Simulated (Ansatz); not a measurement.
# Twisted Ti2CO2 MXene bilayer, 21.79° (70 atoms): support functions against a reference, part 2 of 3

Wanted: errors and times of a linear-scaling basis for twisted Ti2CO2 MXene bilayer, 21.79° (70 atoms). A setting counts as converged where the r.m.s. difference of forces stays under 1 % of the r.m.s. force.

Ansatz 0.2.0; Kohn-Sham DFT, PBE+D4, PAW (set soft_2), plane waves.

The cell: 14 C, 28 Ti and 28 O. Beside vacuum, support functions can miss their usual error bounds without a warning. The main run has no spin polarisation.

So far. Step 3 (Support functions medium): Forces differ from the reference by 0.9 meV/Å r.m.s., 0.50 % of their size, within a tolerance of 1 %; the energy by -4.4 meV/atom. It took roughly 1.7 times the reference's time (one timing each, with unlike analyses asked), in 21 cycles against 13. Step 4 (Support functions low): Forces differ from the reference by 0.85 meV/Å r.m.s., 0.48 % of their size, within a tolerance of 1 %; the energy by -4.4 meV/atom.

### 5. Support functions medium, spacing 0.33 Å

The grid spacing sets how fine a wave the support functions can hold. Besides, the program derives a nominal cutoff of 464 eV for this run, against the reference's 420.

This step: Kohn-Sham DFT, PBE+D4, PAW (set soft_2), localised support functions (medium) (Ansatz 0.2.0).

input.yaml

```yaml
crystal:
  lattice:
    - [8.0166, 0.0, 0.0]
    - [-4.0083, 6.94258, 0.0]
    - [0.0, 0.0, 23.63]
  atoms:
    [... the 70 atom lines of step 2 ...]
kpoints:
  mp_grid: { grid: [3, 3, 1] }
hamiltonian:
  xc: pbe
  dispersion: d4
scf:
  occupations: { method: gaussian, width: 0.05 }
  eigensolver: { kind: { support_functions: { accuracy: medium, spacing: 0.33 } } }
  mixing: { beta: 0.2 }
  max_iter: 150
output:
  forces: true
```

Launch:

```sh
$ ansatz run input.yaml --threads 4 --pin off --max-ram 8192MiB --backend cpu --events-out ev --progress --plain --runs-dir out
```

The program printed:

```text
Warning: scf.eigensolver.kind.support_functions: disabling space-group detection — the functions' gradient is summed over unrotated k-points, so no spatial operation reduces the k-mesh or symmetrises the density; time reversal is kept, so that k and −k are solved as one point where they differ and the mesh holds both, and exact exchange and, on two spinor components, a DFT+U term hold to it where the run has them: [...]
Warning: basis.ecutwfc = 464 eV, auto-derived: no grid that the accuracy of the support functions lays serves the files at the lower one that their records recommend; a deck with other species or settings can derive another value
settings of this run that can trade accuracy for cost: scf.eigensolver.kind.support_functions [...]
Engine: ansatz 0.2.0, x86_64-unknown-linux-gnu
Pseudopotentials: kind: paw
Pseudopotential: C, paw, valence charge 4, recommended cutoff 420 eV (normal), C.paw.azcp
Pseudopotential: Ti, paw, valence charge 12, recommended cutoff 420 eV (normal), Ti.paw.azcp
Pseudopotential: O, paw, valence charge 6, recommended cutoff 420 eV (normal), O.paw.azcp
[... 5 lines on functional and potentials left out ...]
Crystal: 70 atoms, lattice volume = 1315.149 Å³
Basis set: ecut = 464 eV, 29753 PW (Γ), exchange–correlation on 120×120×360 points (8 copies of the dense FFT grid, shifted against one another)
Bands: 336, of which v1, the nominal top of the filled ones, is band 280 counted from 1 (279 counted from 0)
Symmetry: 1 space group operations
k-points: 5 of 9 (time reversal used)
[... 7 lines on functional and potentials left out ...]
Initial density: superposition of atomic densities (neutral atoms: chi_scale 0, normalization atom)
Initial wavefunctions: pseudopotential atomic-orbital guess
Functional: x = pbe(κ = 0.804, μ = 0.219515), c = pbe(β = 0.066725)
SCF iter   1: F=—  HF=-89553.841745 eV  |F-HF|=—  |Δ(HF+E_count)|=         —  Δρ=1.61e-1  dr2=4.23e2  ethr=1.00e-1
preconditioner: auto → Resta (q_TF=auto, 2.366 Å⁻¹)  ε∞=12.6  [insulator: Δε(μ)=2.867 eV  Ē_g=11.019 eV  σ=0.050 eV  W_gap=1.00  n_scr=262 (ndim 8)  ℏωp=18.8 eV  f_vac=0.393  D(μ)=0.00/eV (n_scr^D=0)  ε∞_Penn≈3.9  vacuum switching on, ρ_ref=2.2e-3 e/Å³]
SCF iter   2: F=—  HF=-89507.581287 eV  |F-HF|=—  |Δ(HF+E_count)|=    4.63e1  Δρ=9.33e-2  dr2=1.53e2  ethr=7.56e-2
SCF iter   3: F=—  HF=-89486.921511 eV  |F-HF|=—  |Δ(HF+E_count)|=    2.07e1  Δρ=5.22e-2  dr2=5.40e1  ethr=2.74e-2  κ⁻¹=1.0e0(r=1)
SCF iter   4: F=—  HF=-89479.212399 eV  |F-HF|=—  |Δ(HF+E_count)|=    7.71e0  Δρ=2.71e-2  dr2=1.48e1  ethr=9.65e-3  κ⁻¹=1.2e-3(r=2)
SCF iter   5: F=—  HF=-89478.527223 eV  |F-HF|=—  |Δ(HF+E_count)|=   6.85e-1  Δρ=1.73e-2  dr2=7.57e0  ethr=2.65e-3  κ⁻¹=5.5e-4(r=3)
SCF iter   6: F=—  HF=-89477.621749 eV  |F-HF|=—  |Δ(HF+E_count)|=   9.05e-1  Δρ=1.27e-2  dr2=4.07e0  ethr=1.35e-3  κ⁻¹=1.9e-4(r=4)
SCF iter   7: F=—  HF=-89476.977313 eV  |F-HF|=—  |Δ(HF+E_count)|=   6.44e-1  Δρ=6.47e-3  dr2=8.07e-1  ethr=7.26e-4  κ⁻¹=2.8e-5(r=5)
SCF iter   8: F=—  HF=-89476.990113 eV  |F-HF|=—  |Δ(HF+E_count)|=   1.28e-2  Δρ=6.22e-3  dr2=6.62e-1  ethr=1.44e-4  κ⁻¹=2.1e-5(r=6)
SCF iter   9: F=—  HF=-89477.183899 eV  |F-HF|=—  |Δ(HF+E_count)|=   1.94e-1  Δρ=3.07e-3  dr2=1.89e-1  ethr=1.18e-4  κ⁻¹=7.2e-7(r=7)
SCF iter  10: F=—  HF=-89477.165533 eV  |F-HF|=—  |Δ(HF+E_count)|=   1.84e-2  Δρ=2.25e-3  dr2=5.87e-2  ethr=3.38e-5  κ⁻¹=2.7e-6(r=7)
```

Run time: 1.8 min. Hardware: 4 threads of Intel Xeon Platinum 8375C at 2.90GHz (Ice Lake), shared host; peak memory 2.7 GiB; 6.5 min of CPU time.

Residual by cycle:

cycle, log10 residual and a bar from the least value:
```
        1        2.6 ##############################
        2        2.2 ###########################
        3        1.7 #######################
        4        1.2 ###################
        5        0.9 ################
        6        0.6 ##############
        7       -0.1 #########
        8       -0.2 ########
        9       -0.7 ####
       10       -1.2
```

The run was cut off at its time limit.

After 10 cycles the residual stands at 0.059.

The session had allowed this step about 1.8 min.

### 6. Support functions medium, spacing 0.275 Å

The grid spacing sets how fine a wave the support functions can hold. Besides, the program derives a nominal cutoff of 464 eV for this run, against the reference's 420.

input.yaml, the sections that differ from step 5:

```yaml
scf:
  occupations: { method: gaussian, width: 0.05 }
  eigensolver: { kind: { support_functions: { accuracy: medium, spacing: 0.275 } } }
  mixing: { beta: 0.2 }
  max_iter: 150
# crystal, kpoints, hamiltonian, output: as in step 5
```

The program printed:

```text
Warning: scf.eigensolver.kind.support_functions: disabling space-group detection — the functions' gradient is summed over unrotated k-points, so no spatial operation reduces the k-mesh or symmetrises the density; time reversal is kept, so that k and −k are solved as one point where they differ and the mesh holds both, and exact exchange and, on two spinor components, a DFT+U term hold to it where the run has them: [...]
Warning: basis.ecutwfc = 464 eV, auto-derived: no grid that the accuracy of the support functions lays serves the files at the lower one that their records recommend; a deck with other species or settings can derive another value
settings of this run that can trade accuracy for cost: scf.eigensolver.kind.support_functions [...]
Engine: ansatz 0.2.0, x86_64-unknown-linux-gnu
Pseudopotentials: kind: paw
Pseudopotential: C, paw, valence charge 4, recommended cutoff 420 eV (normal), C.paw.azcp
Pseudopotential: Ti, paw, valence charge 12, recommended cutoff 420 eV (normal), Ti.paw.azcp
Pseudopotential: O, paw, valence charge 6, recommended cutoff 420 eV (normal), O.paw.azcp
[... 5 lines on functional and potentials left out ...]
Crystal: 70 atoms, lattice volume = 1315.149 Å³
Basis set: ecut = 464 eV, 29753 PW (Γ), exchange–correlation on 120×120×360 points (8 copies of the dense FFT grid, shifted against one another)
Bands: 336, of which v1, the nominal top of the filled ones, is band 280 counted from 1 (279 counted from 0)
Symmetry: 1 space group operations
k-points: 5 of 9 (time reversal used)
[... 7 lines on functional and potentials left out ...]
Initial density: superposition of atomic densities (neutral atoms: chi_scale 0, normalization atom)
Initial wavefunctions: pseudopotential atomic-orbital guess
Functional: x = pbe(κ = 0.804, μ = 0.219515), c = pbe(β = 0.066725)
SCF iter   1: F=—  HF=-89558.698405 eV  |F-HF|=—  |Δ(HF+E_count)|=         —  Δρ=1.65e-1  dr2=4.34e2  ethr=1.00e-1
preconditioner: auto → Resta (q_TF=auto, 2.366 Å⁻¹)  ε∞=12.6  [insulator: Δε(μ)=2.844 eV  Ē_g=11.023 eV  σ=0.050 eV  W_gap=1.00  n_scr=262 (ndim 8)  ℏωp=18.8 eV  f_vac=0.393  D(μ)=0.00/eV (n_scr^D=0)  ε∞_Penn≈3.9  vacuum switching on, ρ_ref=2.2e-3 e/Å³]
SCF iter   2: F=—  HF=-89509.773446 eV  |F-HF|=—  |Δ(HF+E_count)|=    4.89e1  Δρ=9.18e-2  dr2=1.51e2  ethr=7.74e-2
SCF iter   3: F=—  HF=-89489.432095 eV  |F-HF|=—  |Δ(HF+E_count)|=    2.03e1  Δρ=5.13e-2  dr2=5.35e1  ethr=2.69e-2  κ⁻¹=1.0e0(r=1)
SCF iter   4: F=—  HF=-89481.687874 eV  |F-HF|=—  |Δ(HF+E_count)|=    7.74e0  Δρ=2.63e-2  dr2=1.45e1  ethr=9.55e-3  κ⁻¹=1.5e-3(r=2)
SCF iter   5: F=—  HF=-89480.840000 eV  |F-HF|=—  |Δ(HF+E_count)|=   8.48e-1  Δρ=1.66e-2  dr2=7.24e0  ethr=2.58e-3  κ⁻¹=6.1e-4(r=3)
SCF iter   6: F=—  HF=-89479.905448 eV  |F-HF|=—  |Δ(HF+E_count)|=   9.35e-1  Δρ=1.11e-2  dr2=3.33e0  ethr=1.29e-3  κ⁻¹=2.0e-4(r=4)
SCF iter   7: F=—  HF=-89479.385406 eV  |F-HF|=—  |Δ(HF+E_count)|=   5.20e-1  Δρ=6.42e-3  dr2=7.19e-1  ethr=5.94e-4  κ⁻¹=2.6e-5(r=5)
SCF iter   8: F=—  HF=-89479.394594 eV  |F-HF|=—  |Δ(HF+E_count)|=   9.19e-3  Δρ=5.89e-3  dr2=5.78e-1  ethr=1.28e-4  κ⁻¹=2.3e-5(r=6)
SCF iter   9: F=—  HF=-89479.559447 eV  |F-HF|=—  |Δ(HF+E_count)|=   1.65e-1  Δρ=2.56e-3  dr2=1.22e-1  ethr=1.03e-4  κ⁻¹=7.3e-7(r=7)
SCF iter  10: F=—  HF=-89479.555621 eV  |F-HF|=—  |Δ(HF+E_count)|=   3.83e-3  Δρ=2.23e-3  dr2=5.84e-2  ethr=2.17e-5  κ⁻¹=2.5e-6(r=7)
[...]
SCF iter  16: F=—  HF=-89479.567400 eV  |F-HF|=—  |Δ(HF+E_count)|=   1.01e-3  Δρ=1.37e-4  dr2=2.40e-4  ethr=7.77e-8  κ⁻¹=2.8e-5(r=7)
SCF iter  17: F=—  HF=-89479.568293 eV  |F-HF|=—  |Δ(HF+E_count)|=   8.92e-4  Δρ=6.67e-5  dr2=8.97e-5  ethr=4.28e-8  κ⁻¹=3.2e-5(r=7)
SCF iter  18: F=—  HF=-89479.569021 eV  |F-HF|=—  |Δ(HF+E_count)|=   7.28e-4  Δρ=6.10e-5  dr2=5.11e-5  ethr=1.60e-8  κ⁻¹=1.2e-5(r=7)
SCF iter  19: F=—  HF=-89479.569618 eV  |F-HF|=—  |Δ(HF+E_count)|=   5.97e-4  Δρ=2.86e-5  dr2=1.50e-5  ethr=9.13e-9  κ⁻¹=1.3e-5(r=7)
```

Elapsed: 2.9 min, on 4 threads; peak memory 2.8 GiB; 11 min of CPU time.

Residual by cycle:

cycle, log10 residual and a bar from the least value:
```
        1        2.6 ##############################
        3        1.7 ##########################
        4        1.2 ########################
        6        0.5 #####################
        8       -0.2 ##################
        9       -0.9 ################
       11       -1.7 #############
       12       -2.1 ###########
       14       -3.2 #######
       16       -3.6 #####
       17       -4.0 ###
       19       -4.8
```

The run was cut off at its time limit.

After 19 cycles the residual stands at 1.5e-5.

The session had allowed this step about 2.9 min.

### 7. Support functions medium, spacing 0.238 Å

The grid spacing sets how fine a wave the support functions can hold. Besides, the program derives a nominal cutoff of 464 eV for this run, against the reference's 420.

input.yaml, the sections that differ from step 6:

```yaml
scf:
  occupations: { method: gaussian, width: 0.05 }
  eigensolver: { kind: { support_functions: { accuracy: medium, spacing: 0.238 } } }
  mixing: { beta: 0.2 }
  max_iter: 150
# crystal, kpoints, hamiltonian, output: as in step 6
```

The program printed:

```text
[...]
Crystal: 70 atoms, lattice volume = 1315.149 Å³
Basis set: ecut = 464 eV, 29753 PW (Γ), exchange–correlation on 120×120×360 points (8 copies of the dense FFT grid, shifted against one another)
Bands: 336, of which v1, the nominal top of the filled ones, is band 280 counted from 1 (279 counted from 0)
Symmetry: 1 space group operations
k-points: 5 of 9 (time reversal used)
[...]
SCF iter   1: F=—  HF=-89560.053799 eV  |F-HF|=—  |Δ(HF+E_count)|=         —  Δρ=1.65e-1  dr2=4.34e2  ethr=1.00e-1
[...]
SCF iter  21: F=-89479.150105 eV  HF=-89479.150105 eV  |F-HF|=3.82e-7  |Δ(HF+E_count)|=   4.82e-7  Δρ=6.79e-6  dr2=7.54e-7  ethr=2.94e-10
SCF 1 converged in 21 iterations: F = -89479.162910 eV  dr2 = 7.54e-7
[...]
SCF converged after 21 iterations
[...]
Free energy (F): -89479.162910 eV
[...]
Internal energy: -89479.162910 eV  (E = F + TS)
E sigma→0 (E₀):  -89479.162910 eV
Entropy (-TS):   -0.000000 eV (-0.000 meV/atom)
Fermi energy:    4.451620 eV
[...]
--- Forces (eV/Å), atoms counted from 1 ---
  atom   1  C      0.16232829     0.31259143    -0.05914549
  atom   2  Ti    -0.13634860     0.11747779     0.07194054
  atom   3  Ti    -0.00275114    -0.53770532     0.14416397
  atom   4  O     -0.12563160    -0.01561561    -0.43159816
  atom   5  O     -0.06693412    -0.01539887    -0.13725058
  atom   6  C      0.14555377    -0.09218686     0.21375918
  atom   7  Ti     0.13277642    -0.06786377    -0.15036328
  atom   8  Ti    -0.25159212     0.08590380     0.26323731
  atom   9  O     -0.00446650    -0.20128323    -0.18835420
  atom  10  O      0.12268272     0.13260101     0.00970659
  atom  11  C      0.04031010     0.22487393     0.05748677
  atom  12  Ti     0.15945869    -0.23605999    -0.07938019
  atom  13  Ti     0.11900571     0.04489781     0.18678702
  atom  14  O      0.08100461     0.01440657    -0.21429798
[...]
atom  69  O      0.05785791    -0.09237840     0.08167316
  atom  70  O      0.01480875    -0.21626138     0.06709847
  max |Σ_I F_I| component: 1.62e-3 eV/Å
--- Band table (eV; the first three rows and the last of 5) ---
[...]
```

Run time: 3.5 min. Hardware: 4 threads; peak memory 3.4 GiB.

The program notes that the grid leaves an egg-box force.

Forces differ from the reference by 1.2 meV/Å r.m.s., 0.67 % of their size, within a tolerance of 1 %; the energy by -5.7 meV/atom. The setting is coarser than the default on purpose.

### 8. Support functions medium, spacing 0.211 Å

The grid spacing sets how fine a wave the support functions can hold. Besides, the program derives a nominal cutoff of 464 eV for this run, against the reference's 420.

input.yaml, the sections that differ from step 7:

```yaml
scf:
  occupations: { method: gaussian, width: 0.05 }
  eigensolver: { kind: { support_functions: { accuracy: medium, spacing: 0.211 } } }
  mixing: { beta: 0.2 }
  max_iter: 150
# crystal, kpoints, hamiltonian, output: as in step 7
```

The program printed:

```text
[...]
Crystal: 70 atoms, lattice volume = 1315.149 Å³
Basis set: ecut = 464 eV, 29753 PW (Γ), exchange–correlation on 120×120×360 points (8 copies of the dense FFT grid, shifted against one another)
Bands: 336, of which v1, the nominal top of the filled ones, is band 280 counted from 1 (279 counted from 0)
Symmetry: 1 space group operations
k-points: 5 of 9 (time reversal used)
[...]
SCF iter   1: F=—  HF=-89560.498885 eV  |F-HF|=—  |Δ(HF+E_count)|=         —  Δρ=1.65e-1  dr2=4.34e2  ethr=1.00e-1
[...]
SCF iter  20: F=—  HF=-89479.067098 eV  |F-HF|=—  |Δ(HF+E_count)|=   5.18e-4  Δρ=1.38e-5  dr2=3.97e-6  ethr=1.57e-9  κ⁻¹=1.2e-4(r=7)
SCF iter  21: F=-89479.067096 eV  HF=-89479.067096 eV  |F-HF|=1.40e-7  |Δ(HF+E_count)|=   2.44e-6  Δρ=6.40e-6  dr2=4.89e-7  ethr=7.09e-10
SCF 1 converged in 21 iterations: F = -89479.078400 eV  dr2 = 4.89e-7
[...]
SCF converged after 21 iterations
[...]
Free energy (F): -89479.078400 eV
[...]
Internal energy: -89479.078400 eV  (E = F + TS)
E sigma→0 (E₀):  -89479.078400 eV
Entropy (-TS):   -0.000000 eV (-0.000 meV/atom)
Fermi energy:    4.451571 eV
[...]
Σ components = -89479.078400   (vs F -89479.078400, Δ=0.00e0)
--- Forces (eV/Å), atoms counted from 1 ---
  atom   1  C      0.16220404     0.31281375    -0.05904065
  atom   2  Ti    -0.13645823     0.11770697     0.07232285
  atom   3  Ti    -0.00301429    -0.53742950     0.14374552
  atom   4  O     -0.12514136    -0.01544650    -0.43215780
[...]
atom  70  O      0.01509008    -0.21666824     0.06816794
  max |Σ_I F_I| component: 1.16e-3 eV/Å
--- Band table (eV; the first three rows and the last of 5) ---
[...]
```

Run time: 5.1 min. Hardware: 4 threads; peak memory 4.7 GiB; 19 min of CPU time.

Keys that differ from the reference: support_functions.accuracy = "medium", support_functions.spacing = 0.211, scf.max_iter = 150 and scf.mixing.beta = 0.2.

Forces differ from the reference by 0.93 meV/Å r.m.s., 0.52 % of their size, within a tolerance of 1 %; the energy by -4.5 meV/atom. It took roughly 1.6 times the reference's time (one timing each, with unlike analyses asked), in 21 cycles against 13.

### 9. Support functions medium, spacing 0.165 Å

The grid spacing sets how fine a wave the support functions can hold. Besides, the program derives a nominal cutoff of 464 eV for this run, against the reference's 420.

input.yaml, the sections that differ from step 8:

```yaml
scf:
  occupations: { method: gaussian, width: 0.05 }
  eigensolver: { kind: { support_functions: { accuracy: medium, spacing: 0.165 } } }
  mixing: { beta: 0.2 }
  max_iter: 150
# crystal, kpoints, hamiltonian, output: as in step 8
```

The program printed:

```text
[...]
Crystal: 70 atoms, lattice volume = 1315.149 Å³
Basis set: ecut = 464 eV, 29753 PW (Γ), exchange–correlation on 144×144×360 points (8 copies of the dense FFT grid, shifted against one another)
Bands: 336, of which v1, the nominal top of the filled ones, is band 280 counted from 1 (279 counted from 0)
Symmetry: 1 space group operations
k-points: 5 of 9 (time reversal used)
[...]
SCF iter   1: F=—  HF=-89560.584107 eV  |F-HF|=—  |Δ(HF+E_count)|=         —  Δρ=1.65e-1  dr2=4.34e2  ethr=1.00e-1
[...]
SCF iter  21: F=—  HF=-89479.059726 eV  |F-HF|=—  |Δ(HF+E_count)|=   1.91e-6  Δρ=1.81e-5  dr2=3.11e-6  ethr=9.93e-10  κ⁻¹=3.8e-5(r=7)
SCF iter  22: F=-89479.059726 eV  HF=-89479.059726 eV  |F-HF|=7.68e-7  |Δ(HF+E_count)|=   2.93e-7  Δρ=9.54e-6  dr2=1.29e-6  ethr=5.55e-10
SCF 1 converged in 22 iterations: F = -89479.071441 eV  dr2 = 1.29e-6
[...]
SCF converged after 22 iterations
[...]
Free energy (F): -89479.071441 eV
[...]
Internal energy: -89479.071441 eV  (E = F + TS)
E sigma→0 (E₀):  -89479.071441 eV
Entropy (-TS):   -0.000000 eV (-0.000 meV/atom)
Fermi energy:    4.451147 eV
[...]
Σ components = -89479.071441   (vs F -89479.071441, Δ=0.00e0)
--- Forces (eV/Å), atoms counted from 1 ---
  atom   1  C      0.16234889     0.31265675    -0.05888948
  atom   2  Ti    -0.13627200     0.11704891     0.07300579
  atom   3  Ti    -0.00273850    -0.53745641     0.14302129
  atom   4  O     -0.12534176    -0.01521956    -0.43242577
[...]
atom  70  O      0.01485785    -0.21664860     0.06832476
  max |Σ_I F_I| component: 1.33e-3 eV/Å
--- Band table (eV; the first three rows and the last of 5) ---
[...]
```

Wall time 5.8 min (4 threads); peak memory 5.4 GiB.

Keys that differ from the reference: support_functions.accuracy = "medium", support_functions.spacing = 0.165, scf.max_iter = 150 and scf.mixing.beta = 0.2.

Forces differ from the reference by 0.80 meV/Å r.m.s., 0.44 % of their size, within a tolerance of 1 %; the energy by -4.4 meV/atom. It took roughly 1.9 times the reference's time (one timing each, with unlike analyses asked), in 22 cycles against 13.

### 10. The ladder side by side

Differences are against the plane-wave reference (Kohn-Sham DFT, PBE+D4, PAW (set soft_2), plane waves), whose r.m.s. force component is 0.179 eV/Å. Energies are set beside the reference only for runs with its functional, potentials and electron count. Times are for 4 threads of Intel Xeon Platinum 8375C at 2.90GHz (Ice Lake), shared host. The reference's time includes the DOS, ELF and grids, which some other runs skip.

| run | Δ force, r.m.s. (meV/Å) | share of r.m.s. force (%) | Δ energy (meV/atom) | Δ gap (eV) | cycles | time | host memory (GiB) |
| --- | --- | --- | --- | --- | --- | --- | --- |
| reference | - | - | - | - | 13 | 3.1 min | 5.1 |
| support functions medium | 0.9 | 0.503 | -4.36 | 3.0e-4 | 21 | 5.4 min | 4.7 |
| support functions low | 0.85 | 0.475 | -4.36 | 4.0e-4 | 19 | 4.3 min | 4.6 |
| support functions medium, spacing 0.238 Å | 1.20 | 0.670 | -5.71 | 4.0e-4 | 21 | 3.5 min | 3.4 |
| support functions medium, spacing 0.211 Å | 0.929 | 0.519 | -4.50 | 0 | 21 | 5.1 min | 4.7 |
| support functions medium, spacing 0.165 Å | 0.795 | 0.444 | -4.41 | 1.0e-4 | 22 | 5.8 min | 5.4 |

(Continued in part 3 of 3.)

[Long decimals in the printed logs are rounded to 6 places.]

[Logs are printed without paths, hosts, clocks, repeated set-up lines and the standing remarks that a program may print on its own settings, such as how far it seeks lower states.]

[Hosts, paths, dates, database ids (printed as entryN), source tags and the programs' standing remarks are cut or masked in the printed files.]
